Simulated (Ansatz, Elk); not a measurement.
# Dielectric function and optical constants of InF (model structure), part 2 of 2

Aim: the dielectric function of InF (model structure), and the optical constants that follow from it. The cell was made here by substitution or stacking, whether or not such a phase is known. It was built so: All Cl replaced by F and Tl replaced by In in the Cmcm structure of TlCl. The cell is first relaxed with Ansatz.

Elk 11.2.3 (patched build); DFT, PBEsol, all-electron APW+lo, Dirac cores, scalar-relativistic bands, independent-particle optical response without local fields.

So far: The structure; Relaxation.

## 3. Ground state

The self-consistent density comes first; it also tells whether there is a gap, which decides the occupations and the need for a Drude term.

This step: DFT, PBEsol, all-electron APW+lo, Dirac cores, scalar-relativistic bands, ground state (Elk 11.2.3 (patched build)).

elk.in

```
tasks
  0
  120

xctype
  22

nempty
  14

lorbcnd
  .true.

rgkmax
  7.0

swidth
  0.0018375

maxscl
  100

epsengy
  1e-05

sppath
  './'

avec
  3.009615565988 -11.043307096177 0.000000000000
  3.009615565988 11.043307096177 0.000000000000
  0.000000000000 0.000000000000 7.471412159933

atoms
  2
  'In.in'
  2
  0.618460344200 0.381539655800 0.250000000000   0.000 0.000 0.000
  0.381539655800 0.618460344200 0.750000000000   0.000 0.000 0.000
  'F.in'
  2
  0.187489724300 0.812510275700 0.750000000000   0.000 0.000 0.000
  0.812510275700 0.187489724300 0.250000000000   0.000 0.000 0.000

ngridk
  7 7 5

vkloff
  0.0500 0.1500 0.2500
```

Command:

```sh
$ OMP_NUM_THREADS=2 elk
```

Numbers of over 12 decimals in the logs are rounded to 6 here.

The log of the run:

```text
┌─────────────────────────┐
│ Elk code version 11.2.3 │
└─────────────────────────┘

All units are atomic (Hartree, Bohr, etc.)

┌─────────────────────────────────────────────────┐
│ Ground-state run starting from atomic densities │
└─────────────────────────────────────────────────┘

Lattice vectors :
   3.009615566      -11.04330710       0.000000000
   3.009615566       11.04330710       0.000000000
   0.000000000       0.000000000       7.471412160

Reciprocal lattice vectors :
   1.043851809     -0.2844793345       0.000000000
   1.043851809      0.2844793345      -0.000000000
  -0.000000000       0.000000000      0.8409635518

Unit cell volume      :    496.6413369
Brillouin zone volume :   0.4994554319

Muffin-tin inner radius fraction :   0.1000000000E-01

Nuclei treated as point charges

Species : 1 (In)
 parameters loaded from : In.in
 name : indium
 nuclear charge    :   -49.00000000
 electronic charge :    49.00000000
 atomic mass :    209300.4102
 muffin-tin radius :    2.394207723
 number of radial points in muffin-tin :   1193
 inner part over the whole radius :   0.9913173450E-02
 number on inner part of muffin-tin    :    848
 approximate nuclear radius :   0.8768807633E-04
 number of mesh points to nuclear radius :    429
 atomic positions (lattice), magnetic fields (Cartesian) :
  1 :   0.11846034  0.38153966  0.25000000    0.00000000  0.00000000  0.00000000
  2 :  -0.11846034 -0.38153966 -0.25000000    0.00000000  0.00000000  0.00000000

Species : 2 (F)
 parameters loaded from : F.in
 name : fluorine
 nuclear charge    :   -9.000000000
 electronic charge :    9.000000000
 atomic mass :    34631.97045
 muffin-tin radius :    1.841698248
 number of radial points in muffin-tin :    593
 inner part over the whole radius :   0.9953397910E-02
 number on inner part of muffin-tin    :    409
 approximate nuclear radius :   0.5278478738E-04
 number of mesh points to nuclear radius :    175
 atomic positions (lattice), magnetic fields (Cartesian) :
  1 :  -0.31251028 -0.18748972 -0.25000000    0.00000000  0.00000000  0.00000000
  2 :   0.31251028  0.18748972  0.25000000    0.00000000  0.00000000  0.00000000

Total number of atoms per unit cell :    4
Total muffin-tin volume :    167.3079841
 ratio of muffin-tin to unit cell volume :   0.3368788935

Spin treatment :
 spin-unpolarised

Number of Bravais lattice symmetries :    8
Number of crystal symmetries         :    8
Crystal has inversion symmetry
Real symmetric eigensolver will be used

k-point grid :      7     7     5
k-point offset :   0.5000000000E-01  0.1500000000      0.2500000000
k-point set is reduced with full crystal symmetry group
Total number of k-points :      245

Muffin-tin radius times maximum |G+k| :    7.000000000
 using average radius
Maximum |G+k| for APW functions       :    3.305078086
Maximum (1/2)|G+k|²                   :    5.461770578
Maximum |G| for potential and density :    12.00000000
Constant for pseudocharge density :    7
 order of it for each species :   14  14
 order of it for pair densities of each species (exact exchange by exxq0 0: 14) :   13   6
Radial integration step length :    1

G-vector grid sizes :     45    45    30
Number of G-vectors :    14513

Maximum angular momentum used for
 APW functions            :    8
 outer part of muffin-tin :    6
 inner part of muffin-tin :    2

Total nuclear charge    :   -116.0000000
Total core charge       :    64.00000000
Total valence charge    :    52.00000000
Total excess charge     :    0.000000000
Total electronic charge :    116.0000000

Effective Wigner radius, rₛ :    1.007315280

Number of empty states         :     56
Total number of valence states :     83
Total number of core states    :     64

Conduction state local-orbitals added automatically
Third-order local-orbitals added for an l without core states : F
Total number of local-orbitals :    246

Exchange-correlation functional :     22     0     0
 PBEsol, Phys. Rev. Lett. 100, 136406 (2008)
 gradient requirement :    1
 generalised gradient approximation (GGA)

Smearing type :    3
 Fermi-Dirac
Smearing width :   0.1837500000E-02
Effective electronic temperature (K) :    580.2366081

Mixing type :    3
 Broyden mixing, J. Phys. A: Math. Gen. 17, L317 (1984)

Kohn-Sham potential initialised from atomic data

┌──────────────────────────────┐
│ Self-consistent loop started │
└──────────────────────────────┘

┌─────────────────┐
│ Loop number : 1 │
└─────────────────┘

Energies :
 Fermi                       :     0.70653849058606E-01
 sum of occupied eigenvalues :     -7193.2980918629
 electron kinetic            :      12554.613946578
 core electron kinetic       :      12081.617552499
 Coulomb                     :     -24180.303856899
 Coulomb potential           :     -19302.273386047
 nuclear-nuclear             :     -1221.5993012923
 electron-nuclear            :     -26641.049495251
 Hartree                     :      3682.3449396443
 Madelung                    :     -14529.167163876
 xc potential                :     -445.63865239469
 exchange                    :     -328.45938152172
 correlation                 :     -6.675373
 electron entropic           :    -0.83587631587451E-04
 total energy                :     -11960.824748223

Density of states at Fermi energy :    6.537630934
 (states/Hartree/unit cell)

Estimated indirect band gap :   0.4788440097E-02
 from k-point 41 to k-point 65
Estimated direct band gap   :   0.1254710377E-01
 at k-point 90

Charges :
 core                        :    64.00000000
 valence                     :    52.00000000
 interstitial                :    4.659505231
 muffin-tins (core leakage)
  species : 1 (In)
   atom 1                    :    46.69825399     (  0.4246967225E-03)
   atom 2                    :    46.69825399     (  0.4246967225E-03)
  species : 2 (F)
   atom 1                    :    8.971993394     ( -0.2886834576E-06)
   atom 2                    :    8.971993394     ( -0.2886834576E-06)
 total in muffin-tins        :    111.3404948
 total calculated charge     :    115.9991993
 total charge                :    116.0000000
 error                       :   0.8006812740E-03

┌─────────────────┐
│ Loop number : 2 │
└─────────────────┘

Energies :
 Fermi                       :     0.71473088691627E-01
 sum of occupied eigenvalues :     -7193.2470791073
 electron kinetic            :      12554.429042919
 core electron kinetic       :      12081.516946145
 Coulomb                     :     -24180.290339126
 Coulomb potential           :     -19302.210578567
 nuclear-nuclear             :     -1221.5993012923
 electron-nuclear            :     -26641.082316264
 Hartree                     :      3682.3912784302
 Madelung                    :     -14529.185049842
 xc potential                :     -445.46554345839
 exchange                    :     -328.44991391155
 correlation                 :     -6.675381
 electron entropic           :    -0.83659725587253E-04
 total energy                :     -11960.986675198

Density of states at Fermi energy :    6.578632979
 (states/Hartree/unit cell)

Estimated indirect band gap :   0.4486639585E-02
 from k-point 41 to k-point 65
Estimated direct band gap   :   0.1251181965E-01
 at k-point 90

Charges :
 core                        :    64.00000000
 valence                     :    52.00000000
 interstitial                :    4.668630569
 muffin-tins (core leakage)
  species : 1 (In)
   atom 1                    :    46.70051725     (  0.4244273830E-03)
   atom 2                    :    46.70051725     (  0.4244273830E-03)
  species : 2 (F)
   atom 1                    :    8.965167470     ( -0.2886831960E-06)
   atom 2                    :    8.965167470     ( -0.2886831960E-06)
 total in muffin-tins        :    111.3313694
 total calculated charge     :    115.9991998
 total charge                :    116.0000000
 error                       :   0.8001651331E-03

RMS change in Kohn-Sham potential (target) :   0.7709673884     (  0.1000000000E-05)
Absolute change in total energy (target)   :   0.1619269750     (  0.1000000000E-04)

[... 14 loops left out ...]

┌──────────────────┐
│ Loop number : 17 │
└──────────────────┘

Energies :
 Fermi                       :     0.159643
 sum of occupied eigenvalues :     -7185.1078816132
 electron kinetic            :      12554.023242597
 core electron kinetic       :      12081.768491357
 Coulomb                     :     -24179.668661970
 Coulomb potential           :     -19299.240130235
 nuclear-nuclear             :     -1221.5993012923
 electron-nuclear            :     -26642.685713228
 Hartree                     :      3684.6163525506
 Madelung                    :     -14530.048596853
 xc potential                :     -439.89099397499
 exchange                    :     -328.12575209028
 correlation                 :     -6.676353
 electron entropic           :    -0.71141286308564E-04
 total energy                :     -11960.447595962

Density of states at Fermi energy :    5.870486084
 (states/Hartree/unit cell)

Estimated indirect band gap :   0.3329631184E-02
 from k-point 237 to k-point 41
Estimated direct band gap   :   0.1083040897E-01
 at k-point 42

Charges :
 core                        :    64.00000000
 valence                     :    52.00000000
 interstitial                :    4.973882777
 muffin-tins (core leakage)
  species : 1 (In)
   atom 1                    :    46.81404098     (  0.4115450592E-03)
   atom 2                    :    46.81404098     (  0.4115450592E-03)
  species : 2 (F)
   atom 1                    :    8.699017636     ( -0.2886758059E-06)
   atom 2                    :    8.699017636     ( -0.2886758059E-06)
 total in muffin-tins        :    111.0261172
 total calculated charge     :    115.9992182
 total charge                :    116.0000000
 error                       :   0.7817736797E-03

RMS change in Kohn-Sham potential (target) :   0.1152899605E-07 (  0.1000000000E-05)
Absolute change in total energy (target)   :   0.4415585863E-05 (  0.1000000000E-04)

Convergence targets achieved

┌──────────────────┐
│ Loop number : 18 │
└──────────────────┘

Energies :
 Fermi                       :     0.159643
 sum of occupied eigenvalues :     -7185.1078817472
 electron kinetic            :      12554.023242520
 core electron kinetic       :      12081.768491292
 Coulomb                     :     -24179.668661900
 Coulomb potential           :     -19299.240130192
 nuclear-nuclear             :     -1221.5993012923
 electron-nuclear            :     -26642.685713139
 Hartree                     :      3684.6163525310
 Madelung                    :     -14530.048596804
 xc potential                :     -439.89099407477
 exchange                    :     -328.12575209488
 correlation                 :     -6.676353
 electron entropic           :    -0.71141287224701E-04
 total energy                :     -11960.447595973

Density of states at Fermi energy :    5.870486183
 (states/Hartree/unit cell)

Estimated indirect band gap :   0.3329631047E-02
 from k-point 237 to k-point 41
Estimated direct band gap   :   0.1083040893E-01
 at k-point 42

Charges :
 core                        :    64.00000000
 valence                     :    52.00000000
 interstitial                :    4.973882771
 muffin-tins (core leakage)
  species : 1 (In)
   atom 1                    :    46.81404097     (  0.4115450597E-03)
   atom 2                    :    46.81404097     (  0.4115450597E-03)
  species : 2 (F)
   atom 1                    :    8.699017640     ( -0.2886756403E-06)
   atom 2                    :    8.699017640     ( -0.2886756403E-06)
 total in muffin-tins        :    111.0261172
 total calculated charge     :    115.9992182
 total charge                :    116.0000000
 error                       :   0.7817736816E-03

┌──────────────────────────────┐
│ Self-consistent loop stopped │
└──────────────────────────────┘

Warning : core states of species 1 leak from the muffin-tin :   0.4115450597E-03

Wrote STATE.OUT
```

Wall time 4.4 min (2 threads of Arm Neoverse V2, shared host); peak memory 0.36 GiB; 8.8 min of CPU time.

This step gave:

* total energy: -11960 Ha
* Fermi energy: 4.344 eV
* DOS at the Fermi level: 0.2157 states/eV/cell

There are states at the Fermi level within the smearing, so the occupations stay smeared and the carriers get a Drude term.

## 4. Independent particles

The spectrum is a sum over vertical transitions between filled and empty bands at the fixed density, so many empty bands are needed.

This step: DFT, PBEsol, all-electron APW+lo, Dirac cores, scalar-relativistic bands, independent-particle optical response without local fields (Elk 11.2.3 (patched build)).

Edit elk.in of step 3 so:

```diff
@@ -1,4 +1,11 @@
 tasks
-  0
-  120
+  121
+
+optcomp
+  1 1
+  2 2
+  3 3
+
+intraband
+  .true.
 
@@ -17,9 +24,7 @@
 swidth
-  0.0018375
+  0.0110248
 
-maxscl
-  100
-
-epsengy
-  1e-05
+wplot
+  400 100 0
+  0.0 0.73499
```

Command:

```sh
$ OMP_NUM_THREADS=2 elk
```

The log of the run:

```text
┌─────────────────────────────────┐
│ Elk code version 11.2.3 started │
└─────────────────────────────────┘

Info(readinput): the functional depends on the density's gradient
 muffin-tin radial points multiplied by    2.00000
 (not where nrmtscf is given)

┌────────────────────┐
│ Current task : 121 │
└────────────────────┘
Info(checkmt): changed muffin-tin radius of species 1 (In) from   2.6000 to   2.3942
Info(checkmt): changed muffin-tin radius of species 2 (F) from   2.0000 to   1.8417

Info(findsymcrys): atomic basis shift (lattice) :
  0.5000000000       0.000000000       0.000000000
See GEOMETRY.OUT for new atomic positions

Info(dielectric):
 dielectric tensor written to EPSILON_ij.OUT
 optical conductivity written to SIGMA_ij.OUT
 plasma frequency written to PLASMA_ij.OUT
 for components
  i = 1, j = 1
  i = 2, j = 2
  i = 3, j = 3

┌──────────────────┐
│ Elk code stopped │
└──────────────────┘
```

Run time: 7.5 s. Hardware: 2 threads; peak memory 0.05 GiB; 15 s of CPU time.

Numbers from this step:

- Drude plasma energy, first axis: 4.329 eV

The Im ε has structure finer than the step of the table below, so its rows give means over 0.5 eV, whole bins alone (the curve runs from 0.300 to 20.0 eV). Peaks (eV: height): E ∥ x 2.70: 12.0; E ∥ y 4.50: 10.7; E ∥ z 3.90: 10.5.

Sum at mesh points, not converged in k. Table of Im ε by photon energy; means over each step:

```tsv
photon energy (eV)	E ∥ x	E ∥ y	E ∥ z
1.0	28.6	2.98	4.54
1.5	11.0	2.05	2.12
2.0	8.75	2.42	2.26
2.5	10.9	2.73	4.34
3.0	9.20	4.86	6.80
3.5	6.16	7.79	9.60
4.0	2.97	8.96	9.93
4.5	1.72	10.3	7.19
5.0	1.83	8.43	5.33
5.5	2.06	5.15	4.22
6.0	1.84	3.08	3.03
6.5	2.00	2.19	2.49
7.0	2.07	2.00	2.18
7.5	1.78	1.99	1.81
8.0	1.49	2.07	1.54
8.5	1.52	1.89	1.68
9.0	1.64	1.67	1.73
9.5	1.48	1.33	1.62
10.0	1.41	1.15	1.50
10.5	1.27	0.927	1.16
11.0	0.991	0.757	0.922
11.5	0.948	0.769	0.830
12.0	0.981	0.843	0.894
12.5	0.868	0.921	0.894
13.0	0.730	0.885	0.767
13.5	0.646	0.793	0.709
14.0	0.689	0.637	0.657
14.5	0.818	0.600	0.594
15.0	0.911	0.592	0.578
15.5	1.02	0.625	0.594
16.0	1.05	0.739	0.702
16.5	0.952	0.848	0.751
17.0	0.793	0.921	0.768
17.5	0.705	0.912	0.777
18.0	0.716	0.810	0.747
18.5	0.696	0.721	0.721
19.0	0.615	0.617	0.725
19.5	0.611	0.548	0.728
```

Values under 1 per cm are given as 1; sum at mesh points, not converged in k. Absorption coefficient against photon energy:

```tsv
photon energy (eV)	E ∥ x (1/cm)	E ∥ y (1/cm)	E ∥ z (1/cm)
0.500	3.9e5	79516	1.5e5
1.000	5.4e5	61117	1.2e5
1.500	5.0e5	58470	68023
2.000	4.5e5	94881	81043
2.500	5.9e5	1.2e5	1.8e5
3.000	8.3e5	2.3e5	3.3e5
3.500	8.8e5	4.7e5	6.0e5
4.000	8.4e5	6.4e5	8.6e5
4.500	6.5e5	9.5e5	8.9e5
5.000	5.2e5	1.2e6	9.2e5
5.500	6.0e5	1.1e6	9.1e5
6.000	5.5e5	1.0e6	8.8e5
6.500	5.9e5	8.4e5	8.1e5
7.000	6.8e5	7.6e5	7.9e5
7.500	7.0e5	7.4e5	7.7e5
8.000	6.2e5	8.1e5	6.6e5
8.500	6.3e5	8.5e5	6.9e5
9.000	7.1e5	8.7e5	7.7e5
9.500	7.3e5	8.0e5	7.9e5
10.000	7.4e5	7.6e5	8.6e5
10.500	7.7e5	6.7e5	7.7e5
11.000	6.5e5	5.3e5	6.6e5
11.500	6.0e5	5.1e5	5.6e5
12.000	6.6e5	5.4e5	6.0e5
12.500	6.2e5	6.2e5	6.4e5
13.000	5.5e5	6.3e5	5.9e5
13.500	4.7e5	6.2e5	5.4e5
14.000	4.8e5	5.1e5	5.2e5
14.500	5.6e5	4.7e5	4.7e5
15.000	6.4e5	4.6e5	4.5e5
15.500	7.4e5	4.7e5	4.5e5
16.000	8.5e5	5.6e5	5.5e5
16.500	8.5e5	6.7e5	6.0e5
17.000	7.6e5	7.6e5	6.4e5
17.500	6.9e5	8.3e5	6.8e5
18.000	7.0e5	7.9e5	6.8e5
18.500	7.3e5	7.7e5	6.8e5
19.000	6.5e5	6.7e5	7.0e5
19.500	6.6e5	6.1e5	7.4e5
```

The loss function −Im 1/ε at q → 0 has structure finer than the step of the table below, so its rows give means over 1 eV, whole bins alone (the curve runs from 0.300 to 20.0 eV). Peaks (eV: height): E ∥ x 11.0: 0.902, 17.0: 0.813; E ∥ y 10.8: 1.14, 13.8: 0.857, 18.7: 0.804; E ∥ z 1.0: 0.204, 11.2: 1.02.

Sum at mesh points, not converged in k. Table of loss function −Im 1/ε at q → 0 by energy loss; means over each step:

```tsv
energy loss (eV)	E ∥ x	E ∥ y	E ∥ z
1	0.0261	0.0874	0.132
2	0.0984	0.0428	0.0439
3	0.0931	0.0479	0.0600
4	0.152	0.0809	0.102
5	0.471	0.116	0.181
6	0.517	0.248	0.301
7	0.486	0.480	0.452
8	0.614	0.493	0.605
9	0.575	0.613	0.562
10	0.668	0.883	0.687
11	0.848	1.02	0.966
12	0.786	0.721	0.804
13	0.799	0.764	0.843
14	0.536	0.770	0.739
15	0.512	0.549	0.557
16	0.630	0.469	0.478
17	0.785	0.565	0.533
18	0.713	0.731	0.579
19	0.710	0.767	0.579
```

Sum at mesh points, not converged in k. The reflectivity at normal incidence by photon energy; read off at these points:

```tsv
photon energy (eV)	E ∥ x (%)	E ∥ y (%)	E ∥ z (%)
0.50	78.4	31.5	51.2
1.00	75.6	18.7	21.5
1.50	63.6	19.7	16.9
2.00	43.0	22.1	22.3
2.50	43.4	24.0	27.7
3.00	54.2	28.8	30.7
3.50	54.6	32.6	35.8
4.00	61.3	34.1	40.3
4.15	59.7	35.2	41.0
4.50	47.7	39.8	38.2
5.00	23.3	44.1	37.8
5.35	22.6	46.8	34.8
5.50	23.1	46.5	34.8
6.00	16.7	43.3	34.2
6.50	15.7	33.0	26.7
7.00	17.3	23.5	24.1
7.50	17.8	19.1	22.1
8.00	13.2	19.3	14.9
8.50	11.5	20.3	13.2
9.00	12.4	20.8	14.7
9.50	13.1	19.0	14.7
10.00	12.0	16.4	16.8
10.50	13.2	13.9	15.1
11.00	9.81	8.10	11.4
11.50	6.99	5.48	7.01
12.00	7.54	5.02	6.35
12.50	6.84	5.87	7.07
13.00	5.16	6.05	5.97
13.50	3.17	5.87	4.53
14.00	2.68	4.04	3.96
14.50	3.40	2.80	2.86
15.00	4.14	2.34	2.30
15.50	5.03	2.19	2.01
16.00	6.37	2.83	2.70
16.50	6.52	3.67	3.08
17.00	5.54	4.52	3.26
17.50	4.28	5.27	3.55
18.00	3.84	4.96	3.37
18.50	4.29	4.80	3.25
19.00	3.33	3.74	3.21
19.50	3.09	3.01	3.46
```

Optical constants at common wavelengths, from n + ik = √ε:

```tsv
wavelength (nm)	n x	k x	R (%) x	1/α x	n y	k y	R (%) y	1/α y
1550	3.48	6.242	76.4	20 nm	2.23	0.861	20.2	143 nm
800	1.59	3.129	61.4	20 nm	2.56	0.379	20.1	168 nm
532	2.26	2.178	41.2	19 nm	2.75	0.448	22.9	95 nm
405	1.56	2.647	53.9	12 nm	3.12	0.832	29.4	39 nm
365	1.39	2.460	52.7	12 nm	3.09	1.223	32.2	24 nm
308	0.67	2.026	61.2	12 nm	2.81	1.605	34.2	15 nm
193	1.10	0.898	15.6	17 nm	0.84	1.331	34.9	12 nm
```

In reflection the computed colour is faintly blue: x = 0.299, y = 0.309, luminous reflectivity 30 %.

## 5. Summary of results

| Item | Value |
| --- | --- |
| Drude plasma energy, first axis | 4.33 eV |

At this level (PBEsol, independent particles) InF is a semimetal or has a tiny gap, with few carriers whose number hangs on mesh and smearing, and a Drude plasma energy of 4.3 eV along x, 1.3 eV along y and 1.9 eV along z. The mesh is too coarse to trust the carriers' weight, the reflectivity or the colour to better than tens of per cent. The cell grew by 6.4 % in volume. Along x the bare Drude plasma energy is 4.3 eV; Re ε first rises through zero at 2.19 eV, far lower, because interband transitions screen the carriers. Im ε is 9.2 there, so the loss peak at that energy is weak. In reflection the computed colour is faintly blue: x = 0.299, y = 0.309, luminous reflectivity 30 %. The carriers' damping of 0.3 eV is typed, not computed; at 0.8 eV the carriers give 22 % of Im ε along the first axis; the rest comes from the sum over bands, which at low energy also holds close bands and the noise of the mesh. Spin-orbit coupling is left out although heavy atoms are present. The sum runs over mesh points 0.32 Å⁻¹ apart with no interpolation, so peaks are partly noise of the mesh, and the Drude plasma energy, a sum over the Fermi surface, isn't converged. Besides steps told in other documents, this task had 1 step that the program refused or didn't finish; those not told in a step above aren't shown.

[Machine, clock and banner lines and Python warnings are left out of the logs.]

[Logs are printed without paths, hosts, clocks, repeated set-up lines and the standing remarks that a program may print on its own settings, such as how far it seeks lower states.]

[Hosts, paths, dates, database ids (printed as entryN), source tags and the programs' standing remarks are cut or masked in the printed files.]
